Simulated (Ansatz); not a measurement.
# Work function of Os(0001): what the settings cost and change

How far do cutoff, k-mesh and smearing move the work function of Os(0001)?

Program: Ansatz 0.2.0. Level of theory: plane-wave DFT, PBE, Ansatz PAW. Results are calculated unless marked as measured.

## 1. The starting structure

The cell holds 7 atoms: 7 Os. Its edges and angles: a = 2.740 Å, b = 2.740 Å, c = 30.979 Å, α = 90.0°, β = 90.0°, γ = 60.0°. Vacuum lies along c.

## 2. Slab, setting cutoff 200 eV

A work function rests on the faint tail of the density, so the SCF threshold is tight. The cutoff is raised first; then mesh and smearing are varied at the default cutoff.

The input, input.yaml:

```yaml
crystal:
  lattice:
    - [2.74, 0.0, 0.0]
    - [1.37, 2.3729096064, 0.0]
    - [0.0, 0.0, 30.97938]
  atoms:
    - { symbol: Os, position: [0.0, 0.0, 0.2905158205] }
    - { symbol: Os, position: [0.6666666667, 0.6666666667, 0.3603438803] }
    - { symbol: Os, position: [0.0, 0.0, 0.4301719402] }
    - { symbol: Os, position: [0.6666666667, 0.6666666667, 0.5] }
    - { symbol: Os, position: [0.0, 0.0, 0.5698280598] }
    - { symbol: Os, position: [0.6666666667, 0.6666666667, 0.6396561197] }
    - { symbol: Os, position: [0.0, 0.0, 0.7094841795] }
kpoints:
  mp_grid: { grid: [17, 17, 1] }
hamiltonian:
  xc: pbe
scf:
  occupations: { method: fermi_dirac, width: 0.1 }
  convergence: { dr2_threshold: 1.0e-09 }
efield:
  axis: 3
  dipole_correction: true
  ramp_position: 0.97
  ramp_width: 0.06
basis:
  ecutwfc: "200 eV"
output:
  write_potential: true
  write_density: true
  volumetric_format: npy
  elf: true
```

Run with:

```console
$ ansatz run input.yaml --threads 2 --pin off --max-ram 3072MiB --backend cpu --events-out ev --progress --plain --runs-dir out
```

Numbers of over 12 decimals in the logs are rounded to 6 here.

The program printed:

```text
Warning: basis.ecutwfc = 200 eV is below the records' recommended 420 eV, and the density's cutoff is lower with it unless basis.ecutrho_ratio is high enough to keep the records' density cutoff: compare with a run at a higher cutoff
Warning: basis.ecutrho_ratio 4 (ecutrho = 800 eV, dense FFT grid 15×15×144): the grid does not resolve the core-correction charge of Os (measure 0.17 e/Å^2.5); warned from 0.08. The energy and each atom's force then go with where the atoms sit on the grid: [figures from the program's tests cut] If this deck is also warned that a cutoff or its ratio is below what is recommended, mend that before anything below. First try basis.xc_grid, which is 1 on this run (the dense grid itself), where it is not refused (2, then 3). Above 1 the core-correction charge is laid on the exchange–correlation grid, and this warning is never given, whether or not the level is enough: [rest of the remark cut]
Engine: ansatz 0.2.0, aarch64-unknown-linux-gnu
Pseudopotentials: kind: paw
Pseudopotential: Os, paw, valence charge 16, recommended cutoff 420 eV (normal), Os.paw.azcp
Functional definition: PBE
  parameter kappa = 0.804
  parameter beta = 0.066725
  exchange = pbe_x(kappa = kappa, mu = beta*pi^2/3)
  correlation = pbe_c(beta = beta)
Crystal: 7 atoms, lattice volume = 201.421 Å³
Basis set: ecut = 200 eV, 1325 PW (Γ)
Bands: 68, of which v1, the nominal top of the filled ones, is band 56 counted from 1 (55 counted from 0)
Symmetry: 6 space group operations
k-points: 33 of 289 (time reversal used)
Non-local potential: Os, projectors of the file, l = 0: 3, l = 1: 2, l = 2: 2, l = 3: 1
PAW form: soft (Blöchl's): semilocal exchange-correlation on the pseudo side does not see the compensation charge
PAW one-centre angular grid: Os, 590 points (default); XC on 64 Gauss nodes
Initial density: superposition of atomic densities (neutral atoms: chi_scale 0, normalization atom), corrected by the library's trained network
Initial wavefunctions: pseudopotential atomic-orbital guess
Functional: x = pbe(κ = 0.804, μ = 0.219515), c = pbe(β = 0.066725)
SCF iter   1: F=—  HF=-79641.741961 eV  |F-HF|=—  |Δ(HF+E_count)|=         —  Δρ=8.13e-2  dr2=7.94e0  ethr=1.77e-3  p=-0.000 e·Å  D=-6.12e-14 V/Å  ΔV_dip=0.00 eV  dr2_dipole=1.86e-8  V_vac-E_F(+/−)=4.74/4.74 eV  ⟨swp⟩=7.7  Hψ=10304  notcnv=0  defer=7
efield: sawtooth ramp at fractional position 0.9700 (set: `efield.ramp_position`, or a place that a band, a saddle search or an elastic batch's reference lends), width 0.0600; the density the first Hamiltonian is built on has a dipole p = -0.000 e·Å; the dipole correction subtracts the counter field D = -6.12e-14 V/Å, which shifts the + side's vacuum level by +0.00 eV against the − side's; the planar-averaged density in the ramp window peaks in size at 5.9e-5 e/Å³
preconditioner: auto → LDOS  [metal: Δε(μ)=0.020 eV  Ē_g=6.089 eV  σ=0.100 eV  W_gap=0.05  n_scr=24 (ndim 8)  ℏωp=19.6 eV  f_vac=0.465  D(μ)=5.15/eV (n_scr^D=20)  β→1.0]
SCF iter   2: F=—  HF=-79639.323595 eV  |F-HF|=—  |Δ(HF+E_count)|=    2.42e0  Δρ=4.32e-2  dr2=3.71e0  ethr=1.77e-3  p=0.000 e·Å  D=5.97e-6 V/Å  ΔV_dip=-0.00 eV  dr2_dipole=1.56e-8  V_vac-E_F(+/−)=5.98/5.98 eV  ⟨swp⟩=3.0  Hψ=6021  notcnv=0  defer=13
SCF iter   3: F=—  HF=-79637.747115 eV  |F-HF|=—  |Δ(HF+E_count)|=    1.58e0  Δρ=4.10e-3  dr2=8.62e-2  ethr=1.77e-3  p=-0.000 e·Å  D=-1.77e-7 V/Å  ΔV_dip=0.00 eV  dr2_dipole=1.16e-8  V_vac-E_F(+/−)=5.80/5.80 eV  ⟨swp⟩=2.2  Hψ=4569  notcnv=0  defer=13
SCF iter   4: F=—  HF=-79637.735618 eV  |F-HF|=—  |Δ(HF+E_count)|=   1.15e-2  Δρ=2.39e-3  dr2=4.29e-2  ethr=7.70e-5  p=-0.000 e·Å  D=-3.83e-6 V/Å  ΔV_dip=0.00 eV  dr2_dipole=3.15e-10  V_vac-E_F(+/−)=5.77/5.77 eV  ⟨swp⟩=3.0  Hψ=4784  notcnv=0  defer=12
SCF iter   5: F=—  HF=-79637.728059 eV  |F-HF|=—  |Δ(HF+E_count)|=   7.56e-3  Δρ=7.86e-4  dr2=3.10e-3  ethr=3.83e-5  p=-0.000 e·Å  D=-3.75e-6 V/Å  ΔV_dip=0.00 eV  dr2_dipole=5.22e-9  V_vac-E_F(+/−)=5.79/5.79 eV  ⟨swp⟩=2.0  Hψ=3133  notcnv=0  defer=12
SCF iter   6: F=—  HF=-79637.727571 eV  |F-HF|=—  |Δ(HF+E_count)|=   4.88e-4  Δρ=3.41e-4  dr2=7.27e-4  ethr=2.77e-6  p=-0.000 e·Å  D=-1.79e-6 V/Å  ΔV_dip=0.00 eV  dr2_dipole=9.85e-10  V_vac-E_F(+/−)=5.80/5.80 eV  ⟨swp⟩=3.2  Hψ=4321  notcnv=0  defer=12
SCF iter   7: F=—  HF=-79637.727406 eV  |F-HF|=—  |Δ(HF+E_count)|=   1.66e-4  Δρ=6.35e-5  dr2=3.47e-5  ethr=6.49e-7  p=-0.000 e·Å  D=-1.43e-6 V/Å  ΔV_dip=0.00 eV  dr2_dipole=2.86e-10  V_vac-E_F(+/−)=5.80/5.80 eV  ⟨swp⟩=2.2  Hψ=3322  notcnv=0  defer=12
SCF iter   8: F=—  HF=-79637.727401 eV  |F-HF|=—  |Δ(HF+E_count)|=   5.04e-6  Δρ=1.67e-5  dr2=1.42e-6  ethr=3.10e-8  p=-0.000 e·Å  D=-9.34e-7 V/Å  ΔV_dip=0.00 eV  dr2_dipole=6.43e-11  V_vac-E_F(+/−)=5.80/5.80 eV  ⟨swp⟩=2.2  Hψ=3827  notcnv=0  defer=12
SCF iter   9: F=—  HF=-79637.727408 eV  |F-HF|=—  |Δ(HF+E_count)|=   7.23e-6  Δρ=4.80e-6  dr2=5.40e-8  ethr=1.27e-9  p=-0.000 e·Å  D=-3.49e-7 V/Å  ΔV_dip=0.00 eV  dr2_dipole=5.15e-12  V_vac-E_F(+/−)=5.80/5.80 eV  ⟨swp⟩=3.1  Hψ=4395  notcnv=0  defer=12
SCF iter  10: F=—  HF=-79637.727408 eV  |F-HF|=—  |Δ(HF+E_count)|=   7.10e-9  Δρ=1.55e-6  dr2=7.80e-9  ethr=4.82e-11  p=-0.000 e·Å  D=-1.16e-7 V/Å  ΔV_dip=0.00 eV  dr2_dipole=2.62e-13  V_vac-E_F(+/−)=5.80/5.80 eV  ⟨swp⟩=2.5  Hψ=3936  notcnv=0  defer=12
SCF iter  11: F=—  HF=-79637.727408 eV  |F-HF|=—  |Δ(HF+E_count)|=   1.46e-9  Δρ=6.52e-7  dr2=2.05e-9  ethr=6.97e-12  p=-0.000 e·Å  D=-1.32e-7 V/Å  ΔV_dip=0.00 eV  dr2_dipole=9.09e-13  V_vac-E_F(+/−)=5.80/5.80 eV  ⟨swp⟩=3.4  Hψ=4871  notcnv=0  defer=12
SCF iter  12: F=-79637.727408 eV  HF=-79637.727408 eV  |F-HF|=1.75e-10  |Δ(HF+E_count)|=  7.42e-10  Δρ=2.51e-7  dr2=4.59e-10  ethr=1.00e-12  p=0.000 e·Å  D=4.07e-8 V/Å  ΔV_dip=-0.00 eV  dr2_dipole=8.83e-13  V_vac-E_F(+/−)=5.80/5.80 eV  ⟨swp⟩=6.5  Hψ=5459  notcnv=0
WARN: efield: at this solve's end the planar-averaged density reaches 1.01e-4 e/Å³ inside the ramp window [0.9377, 0.0623] (bound 1e-5 e/Å³); by the running means of the window's planes the mean density over a ramp is at most 7.83e-5 e/Å³, which is held to the bound (the quickstart, § The vacuum guard, A window that rings); the window's nearer edge stands 7.07 Å from this solve's nearest atom along the axis. Its work [...]
SCF 1 converged in 12 iterations: F = -79637.727408 eV  dr2 = 4.59e-10
  greatest PAW one-centre occupation: 1.044 electrons in one spin orbital (limit 2), on the Os atom at site 0 (counted from 0), in its partial waves of l = 1
WARN: The output density's exchange-correlation potential varies sharply where the density is thin. Do not read a vacuum level from v_tot or v_xc, or from such a field of the output density. On a cell that repeats whose density bears no net charge and no dipole along the vacuum's axis use v_es (v_loc + v_h of the components); under efield.dipole_correction with no amplitude use v_es + v_field, which holds any externa [...]
SCF converged after 12 iterations
Free energy (F): -79637.727408 eV
Harris-Foulkes:  -79637.727408 eV  (|F-HF|=1.75e-10)
Internal energy: -79637.531322 eV  (E = F + TS)
E sigma→0 (E₀):  -79637.629365 eV
Entropy (-TS):   -0.196086 eV (-28.012 meV/atom)
Fermi energy:    9.807846 eV
Dipole field:    D = -0.000001 V/Å  (p = -0.000001 e·Å, saw-weighted, corrected)
Work function:   Φ+ = 5.7966 eV (in doubt: plateau slope 2.5e-2 eV/Å)   Φ− = 5.8008 eV (in doubt: plateau slope 2.2e-2 eV/Å)
Levels:          The Fermi level and band energies are counted from a zero that moves with the ramp; work functions are not
Vacuum region:   at the solve's end the planar-averaged density reaches 1.01e-4 e/Å³ inside the ramp window [0.9377, 0.0623] (bound 1e-5 e/Å³); by the running means of the window's planes the mean density over a ramp is at most 7.83e-5 e/Å³, which is held to the bound (the quickstart, § The vacuum guard, A window that rings)
--- Per-component energies (eV) ---
  E_band       = -2330.665378
  E_kinetic    = 3932.017782
  E_local      = -243704.864344  (includes V_loc(G=0)·N_el)
  E_nonlocal   = -68.649432
  E_hartree    = 120455.806904
  E_xc         = -1861.787478
  E_vxc        = -1985.378172  (∫ρ·V_xc dr)
  E_paw        = -63030.882888  (= ΣΔE_a)
  E_vpaw       = -1415.430711  (= ΣTr[D̂ρ^β])
  E_aug_tail   = 0.026320  (compensation charges beyond the density's cutoff)
  E_efield     = 0.000000  (sawtooth field / dipole correction)
  E_vefield    = 0.000000  (∫n·V_field dr)
  E_ewald      = 104640.801816
  E_smearing   = -0.196086  (= −TS)
  E_closure    = -0.000000  (closes the sum)
  Σ components = -79637.727408   (vs F -79637.727408, Δ=0.00e0)
--- Band table (eV; the first three rows and the last of 33) ---
  k-point 0: bands = [... 52 lower, 7.5177, 7.5177, 8.4033, 8.6755, 8.6755, 9.2347, 9.2347, 9.8131, ... 8 higher]
  k-point 1: bands = [... 52 lower, 7.6371, 7.8332, 8.2896, 8.5675, 8.6124, 9.1330, 9.2238, 9.5598, ... 8 higher]
  k-point 2: bands = [... 52 lower, 7.9716, 8.0281, 8.2053, 8.3739, 8.6000, 8.7457, 9.1447, 9.1763, ... 8 higher]
  k-point 32: bands = [... 52 lower, 8.5930, 9.2954, 10.2572, 10.6159, 10.6410, 11.1147, 11.1755, 11.2058, ... 8 higher]
```

The job ended after 14 s (2 threads of Arm Neoverse V2, shared host; peak memory 0.42 GiB).

Numbers from this step:

```
energy at zero smearing   : -79637.6294 eV
work function, upper face : 5.797 eV
```

Running mean over 2.16323 Å of the planar mean; the ramp of the sawtooth is left out. Electron's electrostatic potential energy less the Fermi level against z:

z (Å), electron's electrostatic potential energy less the Fermi level (eV) and a bar from the least value:
```
      3.5        5.7 ##############################
      4.0        5.7 ##############################
      4.5        5.7 ##############################
      5.0        5.6 ##############################
      5.5        5.6 ##############################
      6.0        5.5 ##############################
      6.5        5.2 #############################
      7.0        4.1 ###########################
      7.5        0.8 ######################
      8.0       -5.1 #############
      8.5      -10.3 #####
      9.0      -12.4 #
      9.5      -12.7 #
     10.0      -12.9 
     10.5      -13.0 
     11.0      -13.1 
     11.5      -13.1 
     12.0      -13.1 
     12.5      -13.1 
     13.0      -13.1 
     13.5      -13.1 
     14.0      -13.1 
     14.5      -13.1 
     15.0      -13.1 
     15.5      -13.1 
     16.0      -13.1 
     16.5      -13.1 
     17.0      -13.1 
     17.5      -13.1 
     18.0      -13.1 
     18.5      -13.1 
     19.0      -13.1 
     19.5      -13.1 
     20.0      -13.1 
     20.5      -13.0 
     21.0      -12.9 
     21.5      -12.7 #
     22.0      -12.3 #
     22.5      -10.1 #####
     23.0       -4.8 #############
     23.5        1.0 ######################
     24.0        4.2 ############################
     24.5        5.2 #############################
     25.0        5.5 ##############################
     25.5        5.6 ##############################
     26.0        5.7 ##############################
     26.5        5.7 ##############################
     27.0        5.7 ##############################
     27.5        5.7 ##############################
```

ELF in the ca plane at fractional y = 0.000, with atoms of Os within 0.2 Å of it. It is the smooth field of the valence electrons, not physical close to the nuclei.

Ten even steps from '0' (0.00) to '9' (0.66), each cell a mean:
```
44545989845544546989845544546989842100000000
33454799645433454798645433455899632100000000
54354454454454354454454454354455443100000000
76335555553476346555553476335556652100000000
65345444453465345444453465345445553100000000
44454576445343454576445343454577433100000000
34545999845434545999745433555999832100000000
55536968944555536968844555546968942100000000
```
Columns run along c (16.0 Å, from fractional 0.35 to 0.87 of the cell), rows up along a (2.7 Å). Atoms in or near the plane, at fractional coordinates: Os at (0.43, 0.00), Os at (0.57, 0.00), Os at (0.71, 0.00).

Electrostatic potential energy in the ca plane at fractional y = 0.000, with atoms of Os within 0.2 Å of it. With pseudopotentials it is smooth inside the atoms' cores, unlike the true potential.

Ten even steps from '0' (-52 eV) to '9' (15 eV), each cell a mean:
```
88985100278988985100378988985100379999999999
78887422588878887422588878887322589999999999
56788766788756788766888756788766899999999999
45789888898645789888898645789888999999999999
55788877888655788878888655788878899999999999
77887544688777887544688777887544789999999999
88886201378888885201378888885201479999999999
99984000268999984000268999984000269999999999
```
Columns run along c (16.0 Å, from fractional 0.35 to 0.87 of the cell; values clipped at the 3rd and 97th percentile), rows up along a (2.7 Å). Atoms in or near the plane, at fractional coordinates: Os at (0.43, 0.00), Os at (0.57, 0.00), Os at (0.71, 0.00).

Valence density in the ca plane at fractional y = 0.000, with atoms of Os within 0.2 Å of it. It is the smooth field of the valence electrons, not physical close to the nuclei.

Values in e/Å³, 5 rows by 16 columns, each cell a mean:
```
0.4 1.3 5.7 1.1 0.4 0.5 4.8 2.8 0.4 0.4 2.8 4.8 0.3 0.0 0.0 0.0
1.0 0.5 1.2 0.5 1.0 0.5 1.1 0.7 0.8 0.8 0.7 1.0 0.1 0.0 0.0 0.0
1.5 0.4 0.5 0.4 1.5 0.6 0.4 0.4 1.1 1.1 0.4 0.4 0.1 0.0 0.0 0.0
0.7 0.7 2.4 0.6 0.7 0.5 2.1 1.2 0.6 0.6 1.2 2.0 0.2 0.0 0.0 0.0
0.4 1.6 6.7 1.3 0.4 0.6 5.7 3.4 0.4 0.4 3.4 5.6 0.3 0.0 0.0 0.0
```
Columns run along c (16.0 Å, from fractional 0.35 to 0.87 of the cell), rows up along a (2.7 Å). Atoms in or near the plane, at fractional coordinates: Os at (0.43, 0.00), Os at (0.57, 0.00), Os at (0.71, 0.00).

The work function is 5.797 eV. The program marks this work function as in doubt.

## 3. Slab

input.yaml: that of step 2 with these lines changed.

```diff
@@ -26,3 +26,3 @@
 basis:
-  ecutwfc: "200 eV"
+  ecutwfc: "300 eV"
 output:
@@ -31,2 +31 @@
   volumetric_format: npy
-  elf: true
```

The program printed:

```text
[...]
Crystal: 7 atoms, lattice volume = 201.421 Å³
Basis set: ecut = 300 eV, 2331 PW (Γ)
Bands: 68, of which v1, the nominal top of the filled ones, is band 56 counted from 1 (55 counted from 0)
Symmetry: 6 space group operations
k-points: 33 of 289 (time reversal used)
[...]
k-point 0: bands = [... 52 lower, 7.7668, 7.7668, 8.4460, 8.6753, 8.6753, 9.3580, 9.3580, 9.8023, ... 8 higher]
  k-point 1: bands = [... 52 lower, 7.7523, 7.8750, 8.3578, 8.6008, 8.6171, 9.2247, 9.3103, 9.5971, ... 8 higher]
  k-point 2: bands = [... 52 lower, 7.9250, 8.0164, 8.1851, 8.4213, 8.5655, 8.7697, 9.1428, 9.2301, ... 8 higher]
  k-point 32: bands = [... 52 lower, 8.6362, 9.3488, 10.4388, 10.8211, 10.8293, 11.2943, 11.4484, 11.5144, ... 8 higher]
[key lines of the parts left out:]
SCF converged after 10 iterations
Free energy (F): -79688.538876 eV
Fermi energy:    9.933976 eV
Dipole field:    D = -0.000000 V/Å  (p = -0.000000 e·Å, saw-weighted, corrected)
Work function:   Φ+ = 5.3783 eV   Φ− = 5.3783 eV
```

Elapsed: 22 s, on 2 threads; peak memory 0.53 GiB; 44 s of CPU time.

The work function is 5.378 eV, -0.418 eV from the run “cutoff 200 eV”, at 1.6 times its CPU time.

## 4. Slab

input.yaml: that of step 3 with these lines changed.

```diff
@@ -26,3 +26,3 @@
 basis:
-  ecutwfc: "300 eV"
+  ecutwfc: "420 eV"
 output:
```

The program printed:

```text
[...]
Crystal: 7 atoms, lattice volume = 201.421 Å³
Basis set: ecut = 420 eV, 3949 PW (Γ)
Bands: 68, of which v1, the nominal top of the filled ones, is band 56 counted from 1 (55 counted from 0)
Symmetry: 6 space group operations
k-points: 33 of 289 (time reversal used)
[...]
k-point 0: bands = [... 52 lower, 7.7784, 7.7784, 8.4465, 8.6839, 8.6839, 9.3700, 9.3700, 9.8001, ... 8 higher]
  k-point 1: bands = [... 52 lower, 7.7628, 7.8853, 8.3602, 8.6077, 8.6238, 9.2327, 9.3216, 9.6004, ... 8 higher]
  k-point 2: bands = [... 52 lower, 7.9339, 8.0215, 8.1937, 8.4295, 8.5711, 8.7749, 9.1466, 9.2382, ... 8 higher]
  k-point 32: bands = [... 52 lower, 8.6430, 9.3552, 10.4421, 10.8262, 10.8317, 11.2963, 11.4491, 11.5107, ... 8 higher]
[key lines of the parts left out:]
SCF converged after 10 iterations
Free energy (F): -79689.444179 eV
Fermi energy:    9.938161 eV
Dipole field:    D = -0.000000 V/Å  (p = -0.000000 e·Å, saw-weighted, corrected)
Work function:   Φ+ = 5.3676 eV   Φ− = 5.3676 eV
```

The job ended after 31 s (2 threads; peak memory 0.73 GiB).

The work function is 5.368 eV, -0.429 eV from the run “cutoff 200 eV”, at 2.2 times its CPU time.

## 5. Slab

input.yaml: that of step 4 with these lines changed.

```diff
@@ -26,3 +26,3 @@
 basis:
-  ecutwfc: "420 eV"
+  ecutwfc: "600 eV"
 output:
```

The program printed:

```text
[...]
Crystal: 7 atoms, lattice volume = 201.421 Å³
Basis set: ecut = 600 eV, 6867 PW (Γ)
Bands: 68, of which v1, the nominal top of the filled ones, is band 56 counted from 1 (55 counted from 0)
Symmetry: 6 space group operations
k-points: 33 of 289 (time reversal used)
[...]
k-point 0: bands = [... 52 lower, 7.7785, 7.7785, 8.4458, 8.6839, 8.6839, 9.3700, 9.3700, 9.7995, ... 8 higher]
  k-point 1: bands = [... 52 lower, 7.7629, 7.8853, 8.3596, 8.6076, 8.6238, 9.2325, 9.3216, 9.6001, ... 8 higher]
  k-point 2: bands = [... 52 lower, 7.9339, 8.0212, 8.1938, 8.4293, 8.5711, 8.7747, 9.1463, 9.2382, ... 8 higher]
  k-point 32: bands = [... 52 lower, 8.6429, 9.3551, 10.4421, 10.8261, 10.8316, 11.2963, 11.4491, 11.5107, ... 8 higher]
[key lines of the parts left out:]
SCF converged after 10 iterations
Free energy (F): -79689.462950 eV
Fermi energy:    9.938025 eV
Dipole field:    D = 0.000001 V/Å  (p = 0.000001 e·Å, saw-weighted, corrected)
Work function:   Φ+ = 5.3677 eV   Φ− = 5.3677 eV
```

It took 53 s on 2 threads; peak memory 1.1 GiB.

The work function is 5.368 eV, +0.000 eV from the run “cutoff 420 eV”, at 1.7 times its CPU time.

## 6. Run

input.yaml: that of step 5 with these lines changed.

```diff
@@ -14,3 +14,3 @@
 kpoints:
-  mp_grid: { grid: [17, 17, 1] }
+  mp_grid: { grid: [3, 3, 1] }
 hamiltonian:
@@ -25,4 +25,2 @@
   ramp_width: 0.06
-basis:
-  ecutwfc: "600 eV"
 output:
```

The program printed:

```text
[...]
Crystal: 7 atoms, lattice volume = 201.421 Å³
Basis set: ecut = 420 eV, 3949 PW (Γ)
Bands: 68, of which v1, the nominal top of the filled ones, is band 56 counted from 1 (55 counted from 0)
Symmetry: 6 space group operations
k-points: 3 of 9 (time reversal used)
[...]
Work function:   Φ+ = 5.3008 eV   Φ− = 5.3007 eV
[...]
--- Band table (eV) ---
  k-point 0: bands = [... 52 lower, 7.5706, 7.5706, 8.3463, 8.5214, 8.5214, 9.2249, 9.2249, 9.7678, ... 8 higher]
  k-point 1: bands = [... 52 lower, 8.7176, 9.5391, 10.1261, 10.1455, 10.1749, 10.2940, 10.4591, 10.5360, ... 8 higher]
  k-point 2: bands = [... 52 lower, 8.5102, 9.1935, 10.2954, 10.7046, 10.7180, 11.2850, 11.2855, 11.3375, ... 8 higher]
[key lines of the parts left out:]
SCF converged after 12 iterations
Free energy (F): -79685.254677 eV
Fermi energy:    10.132941 eV
Dipole field:    D = -0.000002 V/Å  (p = -0.000002 e·Å, saw-weighted, corrected)
```

The job ended after 3.1 s (2 threads; peak memory 0.42 GiB; 5.8 s of CPU time).

The work function is 5.301 eV, -0.067 eV from the run “cutoff 420 eV”, at 0.094 times its CPU time.

(Part 1 of 2 ends here.)

[Logs are printed without paths, hosts, clocks, repeated set-up lines and the standing remarks that a program may print on its own settings, such as how far it seeks lower states.]

[Hosts, paths, dates, database ids (printed as entryN), source tags and the programs' standing remarks are cut or masked in the printed files.]

[Maps of the electrostatic potential energy from Ansatz leave out the sawtooth potential of an applied field or a dipole correction, so their vacuum need not be flat; planar profiles and work functions include it.]
